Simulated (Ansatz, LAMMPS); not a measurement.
**Relaxing amorphous 86ZrO2-14SiO2 (mol %) (84 atoms)**

Aim: bring amorphous 86ZrO2-14SiO2 (mol %) (84 atoms) to a nearby minimum of the energy and see what moves.

Main program and level: Ansatz 0.2.0; Kohn-Sham DFT, PBE, PAW (set soft_2), plane waves.

Most raw output is cut from this account.

## (1) The starting structure

The cell holds 84 atoms: 24 Zr, 4 Si and 56 O. Its edges and angles: a = 10.403 Å, b = 10.403 Å, c = 10.403 Å, α = 90.0°, β = 90.0°, γ = 90.0°. 84 atoms (24 Zr, 4 Si, 56 O) placed at random at 4.72 g/cm³, melted at 5000 K for 10 ps at fixed volume with the Morse and Coulomb pair potential with partial charges (Pedone, Malavasi, Menziani, Cormack and Segre, J. Phys. Chem. B 110, 11780 (2006)). Quenched from 5000 K to 300 K at 50 K/ps and fixed volume, held 5 ps, then minimised at fixed cell.

Limits known from the start: The quench rate of 50 K/ps is orders of magnitude faster than experiment, which tends to freeze in extra defects. The starting topology of bonds comes from the classical model. Only the Γ point is sampled in the main run, in a cell whose shortest periodic width is 10 Å.

## (2) Making the structure

A classical potential makes the cell, at a small fraction of what the same run would cost in DFT.

This step: classical MD, Morse and Coulomb pair potential with partial charges (Pedone, Malavasi, Menziani, Cormack and Segre, J. Phys. Chem. B 110, 11780 (2006)) (LAMMPS 22 Jul 2025 - Update 4).

File in.lmp:

```
# melt-quench of Zr24Si4O56
units metal
atom_style charge
boundary p p p
region box block 0 10.4028 0 10.4028 0 10.4028
create_box 3 box
mass 1 91.2240   # Zr
mass 2 28.0850   # Si
mass 3 15.9990   # O
create_atoms 1 random 24 40749 NULL overlap 1.5 maxtry 2000
create_atoms 2 random 4 40756 NULL overlap 1.5 maxtry 2000
create_atoms 3 random 56 40763 NULL overlap 1.5 maxtry 2000
pair_style hybrid/overlay pedone 5.5 coul/long 8.0
pair_coeff * * coul/long
pair_coeff 1 3 pedone 0.206237 2.479675 2.436997 1   # Zr-O
pair_coeff 2 3 pedone 0.340554 2.006700 2.100000 1   # Si-O
pair_coeff 3 3 pedone 0.042395 1.379316 3.618701 22   # O-O
set type 1 charge 2.4
set type 2 charge 2.4
set type 3 charge -1.2
kspace_style pppm 1.0e-4
neigh_modify delay 0 every 1 check yes
thermo_style custom step time temp pe press density
thermo_modify norm yes
timestep 0.002
thermo 100
min_style cg
minimize 1e-4 1e-4 200 2000
reset_timestep 0
velocity all create 5000 40750 mom yes dist gaussian
fix lim all nve/limit 0.05
fix lan all langevin 5000 5000 0.2 40751 zero yes
thermo 500
run 1000 post no
# [... 10 lines left out ...]
thermo 1250
fix md all nvt temp 300 300 0.2
run 2500 post no
unfix md
thermo 100
min_style cg
minimize 0 1e-3 2000 20000
write_dump all custom glass.dump id type xs ys zs modify sort id
```

Launch:

```console
lmp -in in.lmp -log none -nocite
```

It took 25 s on 1 thread of AMD EPYC 7B13 (Zen 3), shared host; peak memory 0.071 GiB.

## (3) Single point at the start

The forces at the start show how far the geometry lies from a minimum of this functional.

File input.yaml:

```yaml
crystal:
  lattice:
    - [10.4028, 0.0, 0.0]
    - [0.0, 10.4028, 0.0]
    - [0.0, 0.0, 10.4028]
  atoms:
    - { symbol: Zr, position: [0.94964, 0.52872, 0.77941] }
    - { symbol: Zr, position: [0.54257, 0.31229, 0.9853] }
    - { symbol: Zr, position: [0.48615, 0.61935, 0.8636] }
    - { symbol: Zr, position: [0.18962, 0.51619, 0.24431] }
    - { symbol: Zr, position: [0.25538, 0.02963, 0.96488] }
    - { symbol: Zr, position: [0.32162, 0.22666, 0.19424] }
    - { symbol: Zr, position: [0.63025, 0.95099, 0.99682] }
    - { symbol: Zr, position: [0.28917, 0.97564, 0.448] }
[... 72 atom lines left out ...]
    - { symbol: O, position: [0.80882, 0.95921, 0.8928] }
    - { symbol: O, position: [0.11956, 0.4366, 0.84411] }
    - { symbol: O, position: [0.08865, 0.98162, 0.82352] }
    - { symbol: O, position: [0.30715, 0.32783, 0.71644] }
kpoints:
  mp_grid: { grid: [1, 1, 1] }
hamiltonian:
  xc: pbe
scf:
  occupations: { method: fermi_dirac, width: 0.025 }
output:
  forces: true
```

Launch:

```console
ansatz run input.yaml --threads 4 --pin off --max-ram 8192MiB --backend cpu --events-out ev --progress --plain --runs-dir out
```

Wall time 10 s (4 threads of AMD EPYC 7B13 (Zen 3), shared host); peak memory 1.6 GiB.

Read from the output:

```yaml
free_energy: -134857.4306 eV
free_energy_per_atom: -1605.4456 eV/atom
scf_cycles: 11
r_m_s_force_component: 0.6551 eV/Å
longest_force: 3.118 eV/Å
fermi_energy: 9.511 eV
```

The r.m.s. force component of 0.66 eV/Å sets the starting point.

Neighbours are counted within 2.82 Å (O-Zr), 2.12 Å (O-Si).

Length of the force by element and coordination:

```csv
element,coordination,atoms,mean length of the force (eV/Å),spread,least,most
O,all,56,0.756,0.697,0.0645,3.12
O,2,9,1.77,1.03,0.448,3.12
O,3,43,0.579,0.385,0.0645,1.96
O,4,4,0.365,0.074,0.287,0.484
Si,all,4,1.96,0.825,1.14,2.89
Zr,all,24,1.01,0.509,0.324,2.30
Zr,5,3,1.51,0.489,0.839,1.99
Zr,6,15,1.04,0.504,0.324,2.30
Zr,7,6,0.689,0.226,0.361,0.976
```

## (4) Cell and atoms relaxed

The cell is relaxed with the atoms, since the starting lattice needn't suit this functional.

input.yaml, as its differences from that of step 3:

```diff
@@ -15 +15,5 @@
   forces: true
+relax:
+  f_tol: 0.04
+  max_steps: 250
+  cell: {}
```

It took 2.6 min on 4 threads; peak memory 1.6 GiB; 9.8 min of CPU time.

Step by step:

| step | energy less that of the first step (eV) | largest force component (eV/Å) | pressure (GPa) | volume (Å³) |
| --- | --- | --- | --- | --- |
| 1 | 0.0000 | 2.6970 | -3.54 | 1125.77 |
| 2 | -2.0570 | 1.6536 | 2.13 | 1084.16 |
| 3 | -2.8963 | 1.2886 | 0.83 | 1092.59 |
| 4 | -3.4457 | 0.2377 | -0.02 | 1096.69 |
| 5 | -3.5734 | 0.4299 | -0.05 | 1094.05 |
| 6 | -3.5544 | 0.5532 | -0.03 | 1093.72 |
| 7 | -3.6267 | 0.0667 | 0.02 | 1092.58 |
| 8 | -3.6331 | 0.0621 | -0.01 | 1092.40 |
| 9 | -3.6349 | 0.0940 | 0.01 | 1092.01 |
| 10 | -3.6368 | 0.0283 | -0.01 | 1091.98 |
| 11* | -3.5507 | 0.0284 | -0.12 | 1091.98 |
| 12 | -3.5535 | 0.1280 | -0.03 | 1088.51 |
| 13 | -3.5647 | 0.0789 | 0.15 | 1088.99 |
| 14 | -3.5619 | 0.0394 | -0.05 | 1090.17 |
| 15 | -3.5635 | 0.0165 | 0.00 | 1089.97 |
| 16* | -3.5577 | 0.0166 | -0.01 | 1089.97 |

Relaxation steps marked * repeat the geometry before them on a plane-wave basis chosen anew for their cell, so energy and pressure can jump there. Relaxation steps 6, 12 were tried and not accepted.

```csv
cell as run,before,after,change
a (Å),10.403,10.117,-2.7 %
b (Å),10.403,10.287,-1.1 %
c (Å),10.403,10.491,+0.8 %
α (°),90.00,88.44,-1.7 %
β (°),90.00,89.19,-0.9 %
γ (°),90.00,92.77,+3.1 %
volume (Å³/atom),13.40,12.98,-3.2 %
```

The atoms that moved most (Å, as changes of fractional coordinates times the final cell):

```csv
atom,dx,dy,dz,length
O48,-0.148,0.397,0.136,0.445
O84,-0.209,-0.318,-0.007,0.380
Zr16,-0.195,0.198,0.239,0.367
O59,0.021,-0.151,-0.276,0.315
O75,-0.140,0.064,0.268,0.309
O74,-0.208,0.215,-0.027,0.300
Zr15,0.154,0.000,-0.235,0.281
O62,-0.177,-0.192,0.007,0.261
```

The relaxation changed the energy by -42.4 meV/atom, and atoms moved by 0.16 Å r.m.s., 0.45 Å at most.

## (5) Distances and neighbours after relaxation

Bonds before and after, by the cutoffs listed below:

```csv
pair,bonds before,bonds after,mean before (Å),mean after (Å),spread before (Å),spread after (Å)
O-Zr,147,151,2.162,2.155,0.095,0.115
O-Si,16,16,1.622,1.639,0.053,0.021
```

Density 4.87 g/cm³, 12.98 Å³ an atom.

Pair distribution functions g(r), in bins of 0.2 Å:

```
r (Å)  total   O-O  O-Zr   O-Si  Zr-Zr  Zr-Si  Si-Si
 1.60   0.73  0.00  0.00  11.55   0.00   0.00   0.00
 1.80   0.03  0.00  0.09   0.00   0.00   0.00   0.00
 2.00   1.47  0.00  3.85   0.00   0.00   0.00   0.00
 2.20   2.13  0.00  5.60   0.00   0.00   0.00   0.00
 2.40   0.49  0.28  0.97   0.00   0.00   0.00   0.00
 2.60   1.13  2.50  0.05   0.00   0.00   0.00   0.00
 2.80   1.09  2.34  0.08   0.24   0.00   0.00   0.00
 3.00   0.96  1.81  0.24   0.21   0.00   1.50   0.00
 3.20   0.92  1.44  0.25   0.94   1.30   0.87   0.00
 3.40   0.86  0.58  0.30   0.84   3.76   4.63   0.00
 3.60   0.93  0.72  0.77   1.96   1.17   3.17   4.37
 3.80   0.82  0.50  0.89   1.49   1.99   0.00   0.00
 4.00   1.11  1.02  0.93   1.47   2.36   0.84   0.00
 4.20   1.17  1.11  1.40   1.21   0.68   0.52   0.00
 4.40   0.96  0.62  1.58   0.60   0.48   0.24   0.00
 4.60   1.07  0.78  1.45   1.56   0.51   1.04   2.65
 4.80   1.02  0.80  1.54   0.51   0.33   0.77   0.00
 5.00   0.93  1.06  0.91   0.53   0.60   0.92   0.00
```

Bonds by pair of elements; cutoffs follow the first minimum of g(r), held within bounds set by covalent radii, and pairs that aren't listed don't count as bonded:

| pair A-B | cutoff (Å) | bonds | mean length (Å) | spread (Å) | shortest (Å) | B about A | A about B |
| --- | --- | --- | --- | --- | --- | --- | --- |
| O-Zr | 2.82 | 151 | 2.15 | 0.115 | 1.87 | 2.70 | 6.29 |
| O-Si | 2.08 | 16 | 1.64 | 0.021 | 1.60 | 0.286 | 4 |

How many atoms have how many bonded neighbours:

```csv
element,mean,2,3,4,5,6,7
O,2.98,6,45,5,0,0,0
Si,4,0,0,4,0,0,0
Zr,6.29,0,0,0,2,13,9
```

Bond angles, per cent of each kind in bins of 5°:

```
angle (°)  O-Zr-O  Zr-O-Zr  Si-O-Zr  O-Si-O
    60–65     0.2      0.0      0.0     0.0
    65–70     5.5      0.0      0.0     0.0
    70–75    11.4      0.0      0.0     0.0
    75–80    13.4      0.0      0.0     0.0
    80–85     8.7      0.0      0.0     0.0
    85–90     7.4      0.7      0.0     0.0
    90–95     7.4      9.1      7.1     0.0
   95–100     5.7     14.7      3.6     4.2
  100–105     3.7     18.9      3.6    20.8
  105–110     3.0     11.2      7.1    33.3
  110–115     2.5      4.9      3.6    25.0
  115–120     2.7      7.0      0.0     8.3
  120–125     3.7      4.9     28.6     8.3
  125–130     0.5      2.1      7.1     0.0
  130–135     3.0      3.5      3.6     0.0
  135–140     4.0      7.0     10.7     0.0
  140–145     4.0      9.8     10.7     0.0
  145–150     3.5      0.7      7.1     0.0
  150–155     3.7      2.8      3.6     0.0
  155–160     2.5      1.4      0.0     0.0
  160–165     1.7      0.7      3.6     0.0
  165–170     1.2      0.0      0.0     0.0
  170–175     0.7      0.0      0.0     0.0
  175–180     0.0      0.7      0.0     0.0
```

Bond angles (no mean is given where the spread exceeds 20°):

```csv
angle,count,mean (°),spread (°)
O-Zr-O,404,-,-
Zr-O-Zr,143,115,19.3
Si-O-Zr,28,126,17.7
O-Si-O,24,109,5.9
```

Bond length by coordination (bonds to H left out):

```csv
element,coordination,atoms,mean bond length (Å)
O,2,6,1.88
O,3,45,2.10
O,4,5,2.25
Zr,5,2,2.10
Zr,6,13,2.13
Zr,7,9,2.19
```

Counting bonds as in the table, 80 % of O atoms have 3, all Si atoms have 4 and 54 % of Zr atoms have 6 bonded neighbours.

## (6) Single point at the relaxed geometry

The electronic structure is read at the final geometry, in a run of its own.

File input.yaml:

```yaml
crystal:
  lattice:
    - [10.11352, -0.24668, 0.07416]
    - [-0.24668, 10.28298, 0.14253]
    - [0.07416, 0.14253, 10.48946]
  atoms:
    - { symbol: Zr, position: [0.94645, 0.53548, 0.77371] }
    - { symbol: Zr, position: [0.54587, 0.30532, 0.98797] }
    - { symbol: Zr, position: [0.49247, 0.61737, 0.86574] }
    - { symbol: Zr, position: [0.18683, 0.51512, 0.24541] }
    - { symbol: Zr, position: [0.25506, 0.02535, 0.96199] }
    - { symbol: Zr, position: [0.3117, 0.21116, 0.20024] }
    - { symbol: Zr, position: [0.64136, 0.94687, 0.00057] }
    - { symbol: Zr, position: [0.28891, 0.98376, 0.46578] }
[... 72 atom lines left out ...]
    - { symbol: O, position: [0.81934, 0.96516, 0.8989] }
    - { symbol: O, position: [0.1175, 0.43811, 0.84181] }
    - { symbol: O, position: [0.09922, 0.98625, 0.82372] }
    - { symbol: O, position: [0.28575, 0.29642, 0.71636] }
kpoints:
  mp_grid: { grid: [1, 1, 1] }
hamiltonian:
  xc: pbe
scf:
  occupations: { method: fermi_dirac, width: 0.025 }
output:
  forces: true
  stress: true
  populations: true
  dos:
    method: { smearing: { sigma: 0.08 } }
    de: 0.05
    projected: { site_lists: { O: [O], Si: [Si], Zr: [Zr] } }
  eigenvalues: true
  write_density: true
  write_potential: true
  volumetric_format: npy
```

Wall time 16 s (4 threads); peak memory 1.6 GiB; 59 s of CPU time.

Read from the output:

* free energy: -134860.9883 eV
* free energy per atom: -1605.4880 eV/atom
* SCF cycles: 10
* pressure: -0.005231 GPa
* r.m.s. force component: 0.00389 eV/Å
* longest force: 0.01988 eV/Å
* Fermi energy: 10.05 eV
* gap (highest filled to lowest empty level): 3.626 eV
* spilling of the projection: 0.005316

Löwdin charges by element and coordination (they lack the spilled electrons, 0.041 e an atom on average):

| element | coordination | atoms | mean charge (e) | spread | least | most |
| --- | --- | --- | --- | --- | --- | --- |
| O | all | 56 | -0.690 | 0.0454 | -0.776 | -0.593 |
| O | 2 | 6 | -0.698 | 0.061 | -0.755 | -0.593 |
| O | 3 | 45 | -0.689 | 0.0442 | -0.776 | -0.608 |
| O | 4 | 5 | -0.686 | 0.0316 | -0.726 | -0.642 |
| Si | all | 4 | 1.63 | 0.02 | 1.61 | 1.67 |
| Zr | all | 24 | 1.48 | 0.0282 | 1.42 | 1.53 |
| Zr | 5 | 2 | 1.45 | 0.022 | 1.43 | 1.48 |
| Zr | 6 | 13 | 1.48 | 0.0295 | 1.42 | 1.53 |
| Zr | 7 | 9 | 1.48 | 0.0242 | 1.44 | 1.52 |

Density of states as counts of states in windows of 1 eV (from the Fermi level), total and the larger projections:

```
from (eV)  to (eV)  total   O p  Zr d   O s
      -18      -17   42.8   0.1   3.5  35.7
      -17       -9    0.0   0.0   0.0   0.0
       -9       -8    8.0   5.1   0.6   0.8
       -8       -7    6.0   4.2   0.8   0.1
       -7       -6   37.9  26.6   7.6   0.5
       -6       -5   69.6  51.2  14.8   0.6
       -5       -4   67.7  54.3   9.8   0.7
       -4       -3   80.3  70.5   6.6   0.6
       -3       -2   62.8  58.4   2.9   0.3
       -2       -1    3.7   3.5   0.1   0.0
       -1        1    0.0   0.0   0.0   0.0
        1        2    8.7   0.9   7.1   0.1
        2        3   56.1   6.0  46.5   0.9
        3        4   59.6   8.9  45.6   1.6
```

Between -26 and -18 eV lie 69 more states.

The stored curve holds about 448 of the 640 electrons; the rest, give or take the few that broadening carries across the Fermi level, lie in deeper levels below its range.

The levels nearest the highest filled one (over half full), pooled over k-points and spins:

```
level less the highest filled one (eV)  occupation
                                -0.409           2
                                -0.356           2
                                -0.318           2
                                -0.242           2
                                -0.135           2
                                     0           2
                                  3.63           0
                                  3.68           0
                                  3.73           0
                                  3.77           0
                                  3.85           0
                                  3.89           0
```

Electrostatic potential energy in the ac plane at fractional y = 0.145, with atoms of Zr and Si and O within 0.2 Å of it. With pseudopotentials it is smooth inside the atoms' cores, unlike the true potential.

Ten even steps from '_' (-42 eV) to '@' (15 eV), each cell a mean:
```
@@@@@@%%##%%%%%%%%%%####@@@@@@@@@@==__..++@@@@@@@@@@@@@@
@@@@@@**==**%%%%%%@@@@@@@@@@@@@@@@%%++++%%@@@@@@@@@@@@@@
@@@@@@##**##%%%%@@@@@@@@@@@@@@@@@@@@%%%%##**##%%@@@@@@@@
%%%%##%%%%%%@@@@@@@@@@@@@@@@@@@@@@@@##==....--**%%@@@@@@
**==::--**%%@@@@@@@@@@@@@@@@@@@@@@%%**..______==%%@@@@%%
==______--##%%@@@@@@@@@@@@@@@@@@@@%%**..______==%%@@@@##
--______::##%%@@@@@@@@@@@@@@@@@@@@@@##++::::--##%%@@%%##
**--..::++%%@@@@@@@@@@@@@@@@@@@@@@@@@@%%######%%@@@@@@%%
%%######%%%%@@@@@@@@@@@@@@@@@@@@@@%%####%%@@@@@@@@@@@@@@
@@@@@@%%**--==%%@@@@@@@@@@@@@@@@@@**--==##@@@@@@@@@@@@@@
@@@@@@%%--__..**@@@@@@@@@@@@@@%%%%##==++%%@@@@@@@@@@@@@@
@@@@@@@@**--==%%@@@@@@@@@@@@%%##****##%%@@@@@@@@@@@@@@@@
@@@@@@@@@@@@@@@@@@@@@@@@@@%%##++::..==##%%@@@@@@@@%%%%@@
@@@@@@@@@@@@@@@@@@@@%%****%%##==____--**%%@@@@@@##++**@@
@@@@@@@@@@@@@@@@@@%%==....**%%**----++##%%@@@@%%##++**@@
@@@@@@@@@@@@@@@@@@%%++..::**%%%%######**##%%##****##%%@@
@@@@@@@@@@@@%%%%%%%%%%####@@@@@@@@%%--..::**==..__--##@@
@@@@@@@@@@@@%%**++++##%%@@@@@@@@@@%%--....++::____..**%%
@@@@@@@@@@%%##==::::++##%%@@@@@@@@@@%%****%%++....--##@@
@@@@@@@@@@%%##++::::++##%%@@@@@@@@@@@@@@@@@@%%####%%%%@@
@@@@@@@@@@@@%%##****##%%@@@@@@@@@@@@@@@@@@@@@@@@@@@@@@@@
@@@@@@@@@@@@@@%%%%%%%%%%@@@@@@@@@@@@@@@@@@@@@@@@@@@@@@@@
@@@@@@@@@@@@@@@@%%##====##@@@@@@@@@@##%%@@@@@@@@@@@@@@@@
@@@@@@@@@@@@%%%%%%**::::**@@@@@@@@++..::**@@@@@@@@@@@@@@
```
Columns run along a (10.1 Å; values clipped at the 3rd and 97th percentile), rows up along c (10.5 Å). Atoms in or near the plane, at fractional coordinates: Zr at (0.75, 0.78), Si at (0.85, 0.26), O at (0.67, 0.98), O at (0.69, 0.28), O at (0.19, 0.55), O at (0.41, 0.37).

Valence density in the ac plane at fractional y = 0.145, with atoms of Zr and Si and O within 0.2 Å of it. It is the smooth field of the valence electrons, not physical close to the nuclei.

Values in e/Å³, 13 rows by 16 columns, each cell a mean:
```
0.1 0.5 1.7 0.8 0.3 0.5 0.8 0.2 0.1 0.6 3.7 2.5 0.2 0.0 0.1 0.0
0.1 0.5 1.2 0.6 0.1 0.1 0.0 0.0 0.0 0.1 0.3 0.9 0.9 0.3 0.3 0.2
1.0 2.1 0.9 0.1 0.0 0.0 0.0 0.0 0.0 0.1 0.5 3.3 3.6 1.1 0.3 0.3
2.0 3.7 1.9 0.2 0.0 0.0 0.0 0.0 0.0 0.1 0.3 1.7 2.1 0.6 0.3 0.3
0.4 0.8 0.7 0.6 0.2 0.0 0.0 0.0 0.0 0.3 1.1 0.7 0.2 0.2 0.5 0.3
0.1 0.2 2.4 4.5 0.9 0.1 0.0 0.0 0.1 0.5 2.5 1.4 0.2 0.1 0.1 0.1
0.1 0.1 0.9 1.6 0.4 0.1 0.2 0.1 0.3 1.4 1.1 0.3 0.1 0.2 0.4 0.2
0.1 0.0 0.1 0.1 0.1 0.6 2.9 1.7 0.7 2.1 1.5 0.2 0.1 0.5 1.8 0.9
0.1 0.0 0.0 0.0 0.1 0.7 3.6 2.0 0.3 0.4 1.4 2.0 0.6 0.4 0.7 0.4
0.0 0.0 0.1 0.2 0.7 0.8 0.4 0.2 0.1 0.2 2.6 4.6 1.1 0.2 0.2 0.2
0.0 0.1 0.2 0.5 1.4 1.6 0.3 0.0 0.0 0.0 0.3 0.4 0.2 0.2 0.3 0.2
0.0 0.0 0.2 0.3 0.3 0.6 0.6 0.2 0.0 0.1 0.1 0.1 0.0 0.1 0.2 0.1
0.0 0.1 0.2 0.2 0.2 1.7 3.5 0.8 0.1 0.5 2.9 1.9 0.2 0.0 0.0 0.0
```
Columns run along a (10.1 Å), rows up along c (10.5 Å). Atoms in or near the plane, at fractional coordinates: Zr at (0.75, 0.78), Si at (0.85, 0.26), O at (0.67, 0.98), O at (0.69, 0.28), O at (0.19, 0.55), O at (0.41, 0.37).

Mean Löwdin charges: O -0.69, Si +1.63, Zr +1.48 e (they miss 0.53 % of the electrons, so they add up to more than the cell's charge). The largest share in the top eV of filled states is O p (94 % of the projected weight), and in the lowest eV of empty states Zr d (85 % of the projected weight).

Local excerpt of 11 atoms (numbers count through the whole input) about Zr16, picked at random; x, y, z are measured from there.

```
atom      x      y      z  distance (Å)  bonds  Löwdin charge (e)
Zr16   0.00   0.00   0.00          0.00      5               1.43
 O74  -0.57   1.02   1.46          1.87      2              -0.59
 O77   0.12   1.44  -1.46          2.05      3              -0.66
 O33   1.97   0.73   0.25          2.11      3              -0.64
 O34  -0.23  -2.04   0.61          2.15      3              -0.72
 O40  -0.85  -1.03  -2.14          2.52      3              -0.76
 O68   2.00  -0.54  -2.12          2.97      3              -0.68
 O71  -2.76  -0.69   1.12          3.05      3              -0.65
 O36  -2.68   0.57  -1.38          3.07      3              -0.74
 Zr7   2.20   1.53  -1.74          3.20      6               1.50
 O60   1.51  -1.17   2.63          3.26      3              -0.71
```

The column of bonds counts only the pairs O-Zr within 2.82 Å, O-Si within 2.08 Å; other neighbours, such as metal atoms beside each other in a compound, aren't counted, and periodic images can show an atom twice.

## (7) K-mesh 2×2×2

Large cells are often run on few k-points; this run checks whether the reference had enough.

input.yaml, as its differences from that of step 6:

```diff
@@ -8,3 +8,3 @@
 kpoints:
-  mp_grid: { grid: [1, 1, 1] }
+  mp_grid: { grid: [2, 2, 2] }
 hamiltonian:
@@ -22,4 +22 @@
   eigenvalues: true
-  write_density: true
-  write_potential: true
-  volumetric_format: npy
```

It took 2.4 min on 4 threads; peak memory 5.8 GiB; 9.3 min of CPU time.

The program notes that it cut back its work space to fit the memory limit.

Geometry and reference: those of the single point at the relaxed geometry.

Forces differ from those of the single point at the relaxed geometry by 15 meV/Å r.m.s.; the energy by -0.95 meV/atom and the gap by -0.059 eV. It took 2.4 min and 10 cycles; the reference's time can't be set against it, since the two runs asked for unlike analyses.

[end of part 1 of 2]

[Logs are printed without paths, hosts, clocks, repeated set-up lines and the standing remarks that a program may print on its own settings, such as how far it seeks lower states.]

[Hosts, paths, dates, database ids (printed as entryN), source tags and the programs' standing remarks are cut or masked in the printed files.]
